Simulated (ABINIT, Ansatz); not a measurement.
# How the form of the self-energy moves the gap of Sr2AlSbO6 (Fm-3m)

Wanted: the gap of Sr2AlSbO6 (Fm-3m) under several approximations, with cost.

Calculated with ABINIT 10.8.3; LDA and many-body steps on it, plane waves.

This is a report of a sequence of runs, with most program output left out.

## (1) Starting point

Symmetry: Fm-3m, No. 225, cubic system. Conventional cell: a = 7.857 Å, b = 7.857 Å, c = 7.857 Å, α = 90.00°, β = 90.00°, γ = 90.00°. Sr has 12 O at 2.78 Å nearest. Al has 6 O at 1.93 Å nearest. Nearest to Sb lie 6 O at 2.00 Å. Nearest to O lie 1 Al at 1.93 Å and 1 Sb at 2.00 Å and 4 Sr at 2.78 Å. Farther neighbours and most contacts between anions are not listed.

The cell and positions are those that the Materials Project relaxed with its own functionals (PBE, PBE+U or r2SCAN), kept fixed. Spin-orbit coupling is left out unless a step names it.

## (2) Empty states on the mesh, 2×2×2 mesh, 260 bands

This step: ABINIT 10.8.3; DFT, LDA, plane waves, norm-conserving pseudopotentials.

The sums over transitions need many empty states on a uniform mesh; this step solves for them.

run.abi

```
acell 3*1.0 Angstrom
rprim 
  0.000000000000 3.928638000000 3.928638000000
  3.928638000000 0.000000000000 3.928638000000
  3.928638000000 3.928638000000 0.000000000000
ntypat 4
znucl 38 13 51 8
natom 10
typat 1 1 2 3 4 4 4 4 4 4
xred 
  0.250000000000 0.250000000000 0.250000000000
  0.750000000000 0.750000000000 0.750000000000
  0.000000000000 0.000000000000 0.000000000000
  0.500000000000 0.500000000000 0.500000000000
  0.753917000000 0.246083000000 0.246083000000
  0.246083000000 0.753917000000 0.753917000000
  0.246083000000 0.753917000000 0.246083000000
  0.753917000000 0.246083000000 0.753917000000
  0.246083000000 0.246083000000 0.753917000000
  0.753917000000 0.753917000000 0.246083000000
pp_dirpath "pseudos"
pseudos "Sr.upf, Al.upf, Sb.upf, O.upf"
ecut 42
ngkpt 2 2 2
nshiftk 1
shiftk 0 0 0
kptopt 1
chksymbreak 0
iscf -2
irdden 1
istwfk *1
nband 260
nbdbuf 22
tolwfr 1e-09
nstep 60
prtvol 0
indata_prefix "in"
outdata_prefix "out"
tmpdata_prefix "tmp"
```

Run with:

```bash
$ OMP_NUM_THREADS=1 mpirun -n 4 abinit run.abi > log
```

The job ended after 4.3 min (4 MPI ranks of Arm Neoverse N1, shared host; peak memory 0.51 GiB; 17 min of CPU time).

Numbers from this step:

```
gap                                                           : 1.771 eV
k of the valence top                                          : 0, 0, 0
k of the conduction bottom                                    : 0, 0, 0
least direct gap                                              : 1.771 eV
k points computed                                             : 3
lowest point of the top converged band, above the valence top : 69.9749 eV
```

On this mesh the gap is 1.771 eV.

The density comes from a self-consistent run that is not shown.

## (3) Screening, 2×2×2 mesh, 121 bands, screening to 114.3 eV

The RPA dielectric matrix is built and inverted for each q.

This step: RPA screening on LDA, plane waves, norm-conserving pseudopotentials.

run.abi: that of step 2 with these lines changed.

```diff
@@ -28,10 +28,11 @@
 chksymbreak 0
-iscf -2
-irdden 1
 istwfk *1
-nband 260
-nbdbuf 22
-tolwfr 1e-09
-nstep 60
-prtvol 0
+occopt 1
+irdwfk 1
+optdriver 3
+nband 121
+ecuteps 4.2
+inclvkb 2
+awtr 1
+symchi 1
 indata_prefix "in"
```

Elapsed: 76 s, on 4 MPI ranks; peak memory 1.7 GiB.

This step gave:

| Quantity | Value |
| --- | --- |
| ε∞ with local fields, on this mesh, along the program's q direction | 4.912 |
| the same without local fields | 5.330 |
| plasma frequency | 30.53 eV |
| plane waves in the screening matrix | 331 |

Local fields lower ε∞ by 8 %. On a Γ-centred mesh this coarse the value itself is usually too large, while a short band sum pulls it down.

## (4) G0W0, Godby-Needs plasmon pole

The self-energy is evaluated for the states that the input lists, and the levels follow from it, in one-shot runs by the linearised quasiparticle equation.

This step: G0W0 on LDA, plane waves, norm-conserving pseudopotentials.

run.abi: that of step 3 with these lines changed.

```diff
@@ -31,8 +31,15 @@
 irdwfk 1
-optdriver 3
+optdriver 4
 nband 121
+gwcalctyp 0
+ecutsigx 42
+symsigma 1
+nkptgw 1
+kptgw 
+  0.0000000000 0.0000000000 0.0000000000
+bdgw 
+  39 44
 ecuteps 4.2
-inclvkb 2
-awtr 1
-symchi 1
+irdscr 1
+ppmodel 1
 indata_prefix "in"
```

It took 14 s on 4 MPI ranks; peak memory 1.3 GiB; 54 s of CPU time.

Numbers from this step:

- G0W0 gap on the points computed: 3.867 eV
- starting gap on the mesh: 1.771 eV
- k of the valence top: 0, 0, 0
- k of the conduction bottom: 0, 0, 0
- Z at the valence top: 0.795
- Z at the conduction bottom: 0.839
- least direct G0W0 gap on the computed points: 3.867 eV

The gap on the mesh goes from 1.77 eV to 3.87 eV, a correction of +2.10 eV.

## (5) G0W0, von der Linden-Horsch plasmon pole

run.abi: that of step 4 with these lines changed.

```diff
@@ -43,3 +43,3 @@
 irdscr 1
-ppmodel 1
+ppmodel 3
 indata_prefix "in"
```

The job ended after 11 s (4 MPI ranks; peak memory 1.3 GiB).

This step gave:

* G0W0 gap on the points computed: 3.888 eV
* starting gap on the mesh: 1.771 eV
* k of the valence top: 0, 0, 0
* k of the conduction bottom: 0, 0, 0
* Z at the valence top: 0.857
* Z at the conduction bottom: 0.887
* least direct G0W0 gap on the computed points: 3.888 eV

Against G0W0 in ABINIT (2×2×2 mesh, 121 bands, screening to 114.3 eV, Godby-Needs plasmon pole), the gap moves by +0.021 eV.

## (6) G0W0, Hybertsen-Louie plasmon pole

run.abi: that of step 5 with these lines changed.

```diff
@@ -43,3 +43,3 @@
 irdscr 1
-ppmodel 3
+ppmodel 2
 indata_prefix "in"
```

Wall time 13 s (4 MPI ranks); peak memory 1.3 GiB; 53 s of CPU time.

Numbers from this step:

- G0W0 gap on the points computed: 4.036 eV
- starting gap on the mesh: 1.771 eV
- k of the valence top: 0, 0, 0
- k of the conduction bottom: 0, 0, 0
- least direct G0W0 gap on the computed points: 4.036 eV

Against G0W0 in ABINIT (2×2×2 mesh, 121 bands, screening to 114.3 eV, Godby-Needs plasmon pole), the gap moves by +0.169 eV.

## (7) One-shot Hartree-Fock

This step: one-shot Hartree-Fock on LDA, plane waves, norm-conserving pseudopotentials.

run.abi: that of step 6 with these lines changed.

```diff
@@ -32,4 +32,4 @@
 optdriver 4
-nband 121
-gwcalctyp 0
+nband 45
+gwcalctyp 5
 ecutsigx 42
@@ -41,5 +41,4 @@
   39 44
-ecuteps 4.2
-irdscr 1
-ppmodel 2
+ixc_sigma 40
+fftgw 31
 indata_prefix "in"
```

Wall time 7.8 s (4 MPI ranks); peak memory 1.2 GiB.

Numbers from this step:

```
quasiparticle gap on the points computed              : 11.80 eV
starting gap on the mesh                              : 1.771 eV
k of the valence top                                  : 0, 0, 0
k of the conduction bottom                            : 0, 0, 0
least direct quasiparticle gap on the computed points : 11.80 eV
```

Against G0W0 in ABINIT (2×2×2 mesh, 121 bands, screening to 114.3 eV, Godby-Needs plasmon pole), the gap moves by +7.937 eV.

## (8) Side by side

Times are wall times on 4 MPI ranks of Arm Neoverse N1, shared host, good to a factor of about two. A run's time includes the screening step that it read.

| run | mesh | bands | screening cutoff (eV) | DFT gap (eV) | gap on the mesh (eV) | direct (eV) | ε∞ used | time |
| --- | --- | --- | --- | --- | --- | --- | --- | --- |
| G0W0, Godby-Needs plasmon pole | 2×2×2 | 121 | 114.3 | 1.771 | 3.867 | 3.867 | 4.91 | 89 s |
| G0W0, von der Linden-Horsch plasmon pole | 2×2×2 | 121 | 114.3 | 1.771 | 3.888 | 3.888 | 4.91 | 87 s |
| G0W0, Hybertsen-Louie plasmon pole | 2×2×2 | 121 | 114.3 | 1.771 | 4.036 | 4.036 | 4.91 | 89 s |
| one-shot Hartree-Fock | 2×2×2 | - | - | 1.771 | 11.804 | 11.804 | - | 7.8 s |

## (9) Outcome

```
G0W0, Godby-Needs plasmon pole           : 3.867 eV
G0W0, von der Linden-Horsch plasmon pole : 3.888 eV
G0W0, Hybertsen-Louie plasmon pole       : 4.036 eV
one-shot Hartree-Fock                    : 11.804 eV
known limits                             : not at the basis limit; no spin-orbit coupling; coarse k mesh
```

In words: G0W0, von der Linden-Horsch plasmon pole: +0.021 eV against G0W0, Godby-Needs plasmon pole. G0W0, Hybertsen-Louie plasmon pole: +0.169 eV against G0W0, Godby-Needs plasmon pole. One-shot Hartree-Fock: +7.937 eV against G0W0, Godby-Needs plasmon pole. Bare exchange alone opens the gap to 11.80 eV; against G0W0, correlation takes back 7.94 eV. Bands and cutoff are finite, so the gap is not at the basis limit. The miss can reach some tenths of an eV and take either sign; the mesh is an error of its own. In the G0W0 runs levels were corrected at 1 k point alone, so a gap called «on the mesh» is the least over those, and an edge elsewhere would be missed. The 2×2×2 mesh is coarse for this cell, which bears on the long-range parts of exchange and screening. The many-body steps are scalar-relativistic: spin-orbit coupling is not in them.

[Paths, hosts, dates, memory and timing lines, banners, echoed tables and standing remarks are left out of the program output.]

[Logs are printed without paths, hosts, clocks, repeated set-up lines and the standing remarks that a program may print on its own settings, such as how far it seeks lower states.]

[Runs of the session that timed out or met a known fault of the program may be left out.]

[Hosts, paths, dates, database ids (printed as entryN), source tags and the programs' standing remarks are cut or masked in the printed files.]

[G0W0 gaps are taken among the corrected bands and points alone; a level outside them can change the order at an edge.]

[Where Ansatz stands beside ABINIT at settings called matched, ABINIT's density can come from a denser mesh and the files from another edition; pairs whose starting gaps differed by over 0.03 eV were left out, so agreement reads better than it is.]
